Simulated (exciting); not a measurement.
**O K-edge absorption of MgO (Periclase), all-electron BSE**

How far do the exchange and direct terms reshape the O K edge of MgO (Periclase)?

Calculated with exciting sodium; X-ray absorption, core-level Bethe-Salpeter equation, exchange and statically screened direct term, Tamm-Dancoff, all-electron LAPW+lo PBEsol.

The database entry behind the starting cell differs from later determinations by our own check (about 0.1 % long), so it need not match the best structure at ambient conditions.

## 1. Starting point

It takes space group Fm-3m (No. 225, cubic). Conventional cell: a = 4.217 Å, b = 4.217 Å, c = 4.217 Å, α = 90.00°, β = 90.00°, γ = 90.00°. Nearest to Mg lie 6 O at 2.11 Å. Nearest to O lie 6 Mg at 2.11 Å. Farther neighbours and most contacts between anions are not listed.

Coordinates:

```
Mg O
1.0
     0.00000    2.10850    2.10850
     2.10850    0.00000    2.10850
     2.10850    2.10850    0.00000
Mg O
1 1
Direct
  0.00000 0.00000 0.00000
  0.50000 0.50000 0.50000
```

Differences between curves are given as r.m.s. difference over r.m.s. height.

## 2. The self-consistent potential

The species files are the program's own, with muffin-tin radii set in the input.

Contents of input.xml:

```
<input>
  <title>MgO</title>
  <structure speciespath="." autormt="false" epslat="1.0e-5">
    <crystal>
      <basevect>0.0000000000 3.9844875330 3.9844875330</basevect>
      <basevect>3.9844875330 0.0000000000 3.9844875330</basevect>
      <basevect>3.9844875330 3.9844875330 0.0000000000</basevect>
    </crystal>
    <species speciesfile="Mg.xml" rmt="2.240">
      <atom coord="0.0000000000 0.0000000000 0.0000000000"/>
    </species>
    <species speciesfile="O.xml" rmt="1.625">
      <atom coord="0.5000000000 0.5000000000 0.5000000000"/>
    </species>
  </structure>
  <groundstate do="fromscratch" xctype="GGA_PBE_SOL" ngridk="6 6 6" rgkmax="7" gmaxvr="14" nempty="8" swidth="0.001" maxscl="100" epsengy="1e-5"/>
</input>
```

The run is started by

```console
$ OMP_NUM_THREADS=1 mpirun -n 4 exciting
```

Numbers of over 12 decimals in the logs are rounded to 6 here.

Log:

```text
EXCITING SODIUM started
********************************************************************************
* Ground-state run starting from atomic densities                              *
********************************************************************************
+ Starting initialization                                                      +
 Lattice vectors (cartesian) :
      0.0000000000      3.9844875330      3.9844875330
      3.9844875330      0.0000000000      3.9844875330
      3.9844875330      3.9844875330      0.0000000000
 Reciprocal lattice vectors (cartesian) :
     -0.7884558874      0.7884558874      0.7884558874
      0.7884558874     -0.7884558874      0.7884558874
      0.7884558874      0.7884558874     -0.7884558874
 Unit cell volume                           :     126.5165709814
 Brillouin zone volume                      :       1.9606144201
 Species :    1 (Mg)
     parameters loaded from                 :    Mg.xml
     name                                   :    magnesium
     nuclear charge                         :     -12.00000000
     electronic charge                      :      12.00000000
     atomic mass                            :   44305.30463000
     muffin-tin radius                      :       2.24000000
     # of radial points in muffin-tin       :     300
     atomic positions (lattice) :
       1 :   0.00000000  0.00000000  0.00000000
 Species :    2 (O)
     parameters loaded from                 :    O.xml
     name                                   :    oxygen
     nuclear charge                         :      -8.00000000
     electronic charge                      :       8.00000000
     atomic mass                            :   29165.12203000
     muffin-tin radius                      :       1.62500000
     # of radial points in muffin-tin       :     250
     atomic positions (lattice) :
       1 :   0.50000000  0.50000000  0.50000000
 Total number of atoms per unit cell        :       2
 Spin treatment                             :    spin-unpolarised
 Number of Bravais lattice symmetries       :      48
 Number of crystal symmetries               :      48
 k-point grid                               :       6    6    6
 Total number of k-points                   :      16
 k-point set is reduced with crystal symmetries
 R^MT_min * |G+k|_max (rgkmax)              :       7.00000000
 Species with R^MT_min                      :       2 (O)
 Maximum |G+k| for APW functions            :       4.30769231
 Maximum |G| for potential and density      :      14.00000000
 G-vector grid sizes                        :      27    27    27
 Total number of G-vectors                  :    5961
 Maximum angular momentum used for
     APW functions                          :       8
     computing H and O matrix elements      :       8
     potential and density                  :       8
     inner part of muffin-tin               :       2
 Total nuclear charge                       :     -20.00000000
 Total electronic charge                    :      20.00000000
 Total core charge                          :       4.00000000
 Total valence charge                       :      16.00000000
 Number of empty states                     :       8
 Total number of valence states             :      17
 Maximum Hamiltonian size                   :     186
 Maximum number of plane-waves              :     174
 Total number of local-orbitals             :      12
 Exchange-correlation type                  :      22
     PBEsol, Phys. Rev. Lett. 100, 136406 (2008)
     Generalised gradient approximation (GGA)
 Smearing scheme                            :    Gaussian
 Smearing width                             :       0.00100000
 Using multisecant Broyden potential mixing
+ Ending initialization                                                        +
********************************************************************************
* Groundstate module started                                                   *
********************************************************************************
 Output level for this task is set to normal
+ Self-consistent loop started                                                 +
 Density and potential initialised from atomic data
+ SCF iteration number :    1                                                  +
 Total energy                               :      -277.01819528
 _______________________________________________________________
 Fermi energy                               :         0.15997429
 Kinetic energy                             :       274.65667858
 Coulomb energy                             :      -526.98302001
 Exchange energy                            :       -23.84117141
 Correlation energy                         :        -0.85068244
 DOS at Fermi energy (states/Ha/cell)       :         0.00000000
 Electron charges :
     core                                   :         4.00000000
     core leakage                           :         0.00000009
     valence                                :        16.00000000
     interstitial                           :         1.65712461
     charge in muffin-tin spheres :
                  atom     1    Mg          :        10.58520028
                  atom     2     O          :         7.75767511
     total charge in muffin-tins            :        18.34287539
     total charge                           :        20.00000000
 Estimated fundamental gap                  :         0.24194520
        valence-band maximum at    1      0.0000  0.0000  0.0000
     conduction-band minimum at    1      0.0000  0.0000  0.0000
[... further iterations ...]
| Convergence targets achieved. Performing final SCF iteration                 +
 Total energy                               :      -275.04921164
 _______________________________________________________________
 Fermi energy                               :         0.23219853
 Kinetic energy                             :       275.01470117
 Coulomb energy                             :      -525.64062341
 Exchange energy                            :       -23.56879924
 Correlation energy                         :        -0.85449016
 DOS at Fermi energy (states/Ha/cell)       :         0.00000000
 Electron charges :
     core                                   :         4.00000000
     core leakage                           :         0.00000009
     valence                                :        16.00000000
     interstitial                           :         1.93731293
     charge in muffin-tin spheres :
                  atom     1    Mg          :        10.76403242
                  atom     2     O          :         7.29865466
     total charge in muffin-tins            :        18.06268707
     total charge                           :        20.00000000
 Estimated fundamental gap                  :         0.17003044
        valence-band maximum at    1      0.0000  0.0000  0.0000
     conduction-band minimum at    1      0.0000  0.0000  0.0000
+ Self-consistent loop stopped                                                 +
 STATE.OUT is written
********************************************************************************
* Groundstate module stopped                                                   *
********************************************************************************
 Total time spent (seconds)                 :        10.67
- CAUTION! Warnings have been written in file WARNING.OUT !                    -
| EXCITING SODIUM stopped                                                      =
```

The job ended after 12 s (4 MPI ranks of Arm Neoverse V1, shared host).

The warnings file holds hints only, no warning.

The mesh shows a gap of 4.63 eV. Core levels (Dirac, from the valence top):

```csv
atom,level,energy (eV)
Mg,1s1/2,-1248.7
O,1s1/2,-501.5
```

## 3. A richer basis for the empty states

Each species file gets more local orbitals, built from u and its energy derivative at 0.15 Ha and u at 0.9 Ha.

input.xml is that of step 2.

Contents of SPECIES.xml, added lines:

```
<lo l="L">  <!-- L = 0, 1, 2 -->
  <wf matchingOrder="0" trialEnergy="0.1500" searchE="false"/>
  <wf matchingOrder="1" trialEnergy="0.1500" searchE="false"/>
  <wf matchingOrder="0" trialEnergy="0.9000" searchE="false"/>
</lo>
```

The run is started by

```console
$ OMP_NUM_THREADS=1 mpirun -n 4 exciting
```

Log:

```text
EXCITING SODIUM started
********************************************************************************
* Ground-state run starting from atomic densities                              *
********************************************************************************
+ Starting initialization                                                      +
[... lattice and species ...]
 Spin treatment                             :    spin-unpolarised
 Number of Bravais lattice symmetries       :      48
[...]
+ Self-consistent loop stopped                                                 +
 STATE.OUT is written
********************************************************************************
* Groundstate module stopped                                                   *
********************************************************************************
 Total time spent (seconds)                 :        10.20
- CAUTION! Warnings have been written in file WARNING.OUT !                    -
| EXCITING SODIUM stopped                                                      =
[key lines of the parts left out:]
Total energy                               :      -275.04991949
Fermi energy                               :         0.23271823
```

Run time: 12 s. Hardware: 4 MPI ranks.

Against the first ground state the total energy moves by -10 meV an atom and the gap by -0.01 eV.

## 4. Screening, kernels and BSE for O atom 2

The absorber has 6 Mg at 2.11 Å (octahedral, site symmetry m-3m).

input.xml: that of step 3 with these lines changed.

```diff
@@ -15,3 +15,20 @@
   </structure>
-  <groundstate do="fromscratch" xctype="GGA_PBE_SOL" ngridk="6 6 6" rgkmax="7" gmaxvr="14" nempty="8" swidth="0.001" maxscl="100" epsengy="1e-5"/>
+  <groundstate do="skip" xctype="GGA_PBE_SOL" ngridk="6 6 6" rgkmax="7" gmaxvr="14" nempty="8" swidth="0.001" maxscl="100" epsengy="1e-5"/>
+  <xs xstype="BSE" ngridk="6 6 6" ngridq="6 6 6" vkloff="0.097 0.273 0.493" rgkmax="7" nempty="14" gqmax="3" lmaxapwwf="5" lmaxemat="2" broad="0.01654" tevout="true">
+    <energywindow intv="18.155 19.772" points="439"/>
+    <screening screentype="full" nempty="28"/>
+    <BSE xas="true" xasspecies="2" xasatom="1" xasedge="K" bsetype="singlet" nstlxas="1 10"/>
+    <qpointset>
+      <qpoint>0 0 0</qpoint>
+    </qpointset>
+    <plan>
+      <doonly task="xsgeneigvec"/>
+      <doonly task="writepmatxs"/>
+      <doonly task="scrgeneigvec"/>
+      <doonly task="scrwritepmat"/>
+      <doonly task="screen"/>
+      <doonly task="scrcoulint"/>
+      <doonly task="exccoulint"/>
+    </plan>
+  </xs>
 </input>
```

Contents of input.xml for the last start (plan only):

```
  <plan>
    <doonly task="bse"/>
  </plan>
```

The run is started by

```console
$ OMP_NUM_THREADS=1 mpirun -n 4 exciting
$ OMP_NUM_THREADS=4 exciting
```

Log:

```text
| EXCITING SODIUM started for task xsgeneigvec ( 301)                          =
One-shot GS runs for BSE calculations
One-shot GS runs for k+qmt/2 grids
Info(xsgeneigvec): Generating eigenvectors for Q-point      1
Info(xsgeneigvec): Generation of eigenvectors finished
| EXCITING SODIUM started for task writepmatxs ( 320)                          =
Info(writepmatxs): Momentum matrix elements finished
| EXCITING SODIUM started for task scrgeneigvec ( 401)                         =
One-shot GS runs for BSE calculations
One-shot GS runs for k+qmt/2 grids
Info(xsgeneigvec): Generating eigenvectors for Q-point      1
Using screening GS parameters.
Info(xsgeneigvec): Generation of eigenvectors finished
| EXCITING SODIUM started for task scrwritepmat ( 420)                         =
Info(writepmatxs): Momentum matrix elements finished
Info(scrwritepmat): Momentum matrix elements for screening finished
| EXCITING SODIUM started for task screen ( 430)                               =
Info(screenlauncher): Calculating screening for unshifted q-grid.
Info(screenlauncher): Number of q points:      16
Info(screenlauncher): lowest (partially)  unoccupied state:      9
Info(screenlauncher): highest (partially) occupied state  :      8
Info(screenlauncher): number of occupied states considered:    8
Info(screenlauncher): number of unoccupied states considered:   29
Info(screenlauncher): Starting loop over q-points
Info(screenlauncher): Screening for unshifted q-grid finished
Info(screenlauncher): Screening finished
| EXCITING SODIUM started for task scrcoulint ( 440)                           =
Info(scrcoulintlauncher): Setting up screened Coulomb interaction matrix W.
Info(scrcoulintlauncher): Using momentum transfer vectors from list :   1 to  1
Info(scrcoulintlauncher): Calculating screened Coulomb interaction matrix W
Info(scrcoulintlauncher): Momentum transfer list index: iqmt=  1
Info(scrcoulintlauncher): Momentum transfer: vqmtl=   0.000   0.000   0.000
Info(scrcoulintlauncher): Calculating RR block of W
Info(scrcoulint): Inspecting occupations...
Info(setranges_modxs): Number of non-reduced k-points:      216
Info(setranges_modxs): Number of states considered:       23
Info(setranges_modxs): Number of (partially) occupied states:        2
Info(setranges_modxs): Highest (partially) occupied states:        8
Info(setranges_modxs): Number of (partially) unoccupied states:       15
Info(setranges_modxs): Lowest (partially) unoccupied states:        9
Info(scrcoulint): Selecting transitions...
Info(select_transitions): Inspecting transitions in the  band interval:
  lowest occupied state:   1
  highest occupied state:   2
  lowest unoccupied state:   9
  highest unoccupied state:  18
  Opening gap with a scissor of:      0.000/H      0.000/eV
Info(select_transitions): Number of participating transitions:    4320
Info(scrcoulint): Size of file SCCLI will be about     0.139689 GB
Info(scrcoulint): Using q-grid
Info(scrcoulint): Number of reduced q-points:     16
Info(scrcoulint): Number of non-reduced q-points:    216
Info(scrcoulint): Calculating W(G1,G2,qr) fourier coefficients
Info(scrcoulint): Calculating W matrix elements
Info(scrcoulintlauncher): Screened coulomb interaction finished for iqmt=   1
| EXCITING SODIUM started for task exccoulint ( 441)                           =
Info(exccoulintlauncher): Setting up exchange interaction matrix V.
Info(exccoulintlauncher): Using momentum transfer vectors from list :   1 to  1
Info(exccoulintlauncher):Calculating exchange interaction matrix V
Info(exccoulintlauncher): Momentum transfer list index: iqmt=  1
Info(exccoulintlauncher): Momentum transfer: vqmtl=   0.000   0.000   0.000
Info(exccoulintlauncher): Calculating RR block of V
Info(exccoulint): Inspecting occupations...
Info(setranges_modxs): Number of non-reduced k-points:      216
Info(setranges_modxs): Number of states considered:       23
Info(setranges_modxs): Number of (partially) occupied states:        2
Info(setranges_modxs): Highest (partially) occupied states:        8
Info(setranges_modxs): Number of (partially) unoccupied states:       15
Info(setranges_modxs): Lowest (partially) unoccupied states:        9
Info(exccoulint): Selecting transitions...
Info(select_transitions): Inspecting transitions in the  band interval:
  lowest occupied state:   1
  highest occupied state:   2
  lowest unoccupied state:   9
  highest unoccupied state:  18
  Opening gap with a scissor of:      0.000/H      0.000/eV
Info(select_transitions): Number of participating transitions:    4320
Info(exccoulint): Size of file EXCLI will be about     0.139689 GB
Info(exccoulint): Generating plane wave matrix elements for momentum transfer iqmt=   1
  Timing (in seconds)	   :     111.102
Info(exccoulint): Generating V matrix elements
Info(exccoulint): Zeroing Coulomb potential at G+qmt index:  1
Info(exccoulintlauncher): Exchange interaction finished for iqmt=   1
| EXCITING SODIUM started for task bse ( 445)                                  =
Info(bselauncher): Init time:    0.317041
Info(bselauncher): Setting up and diagonalizing BSE Hamiltonian.
Info(bselauncher): Using momentum transfer vectors from list :   1 to  1
Info(bselauncher): Distributing qmt-points over   1 processes.
Info(bselauncher): BSE type: singlet
Info(bselauncher): Momentum transfer list index: iqmt=  1
Info(bselauncher): Momentum transfer: vqmtl=   0.000   0.000   0.000
Info(bse): Inspecting occupations...
Info(setranges_modxs): Number of non-reduced k-points:      216
Info(setranges_modxs): Number of states considered:       23
Info(setranges_modxs): Number of (partially) occupied states:        2
Info(setranges_modxs): Highest (partially) occupied states:        8
Info(setranges_modxs): Number of (partially) unoccupied states:       15
Info(setranges_modxs): Lowest (partially) unoccupied states:        9
Info(select_transitions): Inspecting transitions in the  band interval:
  lowest occupied state:   1
  highest occupied state:   2
  lowest unoccupied state:   9
  highest unoccupied state:  18
  Opening gap with a scissor of:      0.000/H      0.000/eV
Info(select_transitions): Number of participating transitions:    4320
Info(bse): Selecting transitions...
Info(bse):bsegap (eV):   506.370766
Info(bse): Assembling BSE matrix
  RR/RA blocks of global BSE-Hamiltonian:
  Size of the Hamiltonian:    4320
  Number of k-points:     216
  Distributing matrix to   1 processes
  Local matrix shape   4320 x  4320
Info(bse): max local RAM needed for BSE matrices ~     0.278091 GB
Info(setup_bse_block): Setting up RR part of hamiltonian
Info(setup_bse_block): Singlet spin state
Info(bse): Diagonalizing RR Hamiltonian (TDA)
Info(bse): Invoking Lapack routine ZHEEVR
      4320 eigen solutions found in the interval:
         i1=       1 i2=    4320
Info(bse): Writing excition energies and oscillator strengths to text file.
Info(makespectrum_dist): Making spectrum using formula for coupling with time reversed AR basis.
Info(makespectrum_dist): Using formalism for vanishing momentum transfer.
Info(writederived): Writing quantities derived from the macroscopic dielectric function.
Info(bselauncher): Spectrum finished for iqmt=  1
Info(bselauncher): All done for BSE type singlet
```

The job ended after 8.4 min (4 MPI ranks).

Wall time by task: xsgeneigvec 3.1 s, writepmatxs 5.8 s, scrgeneigvec 2.9 s, scrwritepmat 1.6 s, screen 65 s, scrcoulint 4.5 min, exccoulint 1.9 min, bse 41 s.

The O K spectrum of O atom 2 (energy from the Kohn–Sham onset, core level to the lowest empty state found on the meshes used, 506.01 eV; the ground-state mesh sets it, and the shifted mesh has its lowest transition 0.36 eV above it; Im ε scaled to the maximum of the singlet run; cut below the end of the band set):

```csv
E (eV),Im ε
-3.5,0.02
-3.0,0.03
-2.5,0.03
-2.0,0.04
-1.5,0.06
-1.0,0.08
-0.5,0.13
0.0,0.26
0.5,0.47
1.0,0.74
1.5,0.92
2.0,0.98
2.5,0.99
3.0,0.90
3.5,0.81
4.0,0.68
4.5,0.61
5.0,0.60
5.5,0.47
6.0,0.31
6.5,0.22
7.0,0.18
7.5,0.14
8.0,0.11
8.5,0.10
9.0,0.10
9.5,0.11
10.0,0.15
10.5,0.24
11.0,0.34
11.5,0.31
12.0,0.23
12.5,0.18
13.0,0.17
13.5,0.14
14.0,0.12
14.5,0.12
15.0,0.12
15.5,0.13
16.0,0.14
16.5,0.14
17.0,0.12
```

Maxima (height): 2.3 eV (1.00) and 11.2 eV (0.35).

The Hamiltonian has 4320 rows. The lowest groups of eigenvalues and the brightest ones, on the scale above (the program counts from the shifted mesh's onset, 0.36 eV higher). Core spinors bring spin-forbidden partners, so dark means forbidden by spin or by symmetry, and the shifted mesh splits states that symmetry would keep together:

```csv
energy (eV),states within 10 meV,relative strength
-0.668,2,0.0033
-0.101,2,0.12
0.192,2,0.19
0.358,2,0.28
0.515,2,0.24
0.705,2,0.33
0.780,2,0.48
1.140,1,1.00
1.645,2,0.40
1.677,2,0.65
1.847,2,0.47
2.075,2,0.39
3.403,2,0.38
```

[end of part 1 of 2]

[Banner, clock and machine lines of the logs are left out without a mark of their own.]

[Logs are printed without paths, hosts, clocks, repeated set-up lines and the standing remarks that a program may print on its own settings, such as how far it seeks lower states.]

[Hosts, paths, dates, database ids (printed as entryN), source tags and the programs' standing remarks are cut or masked in the printed files.]
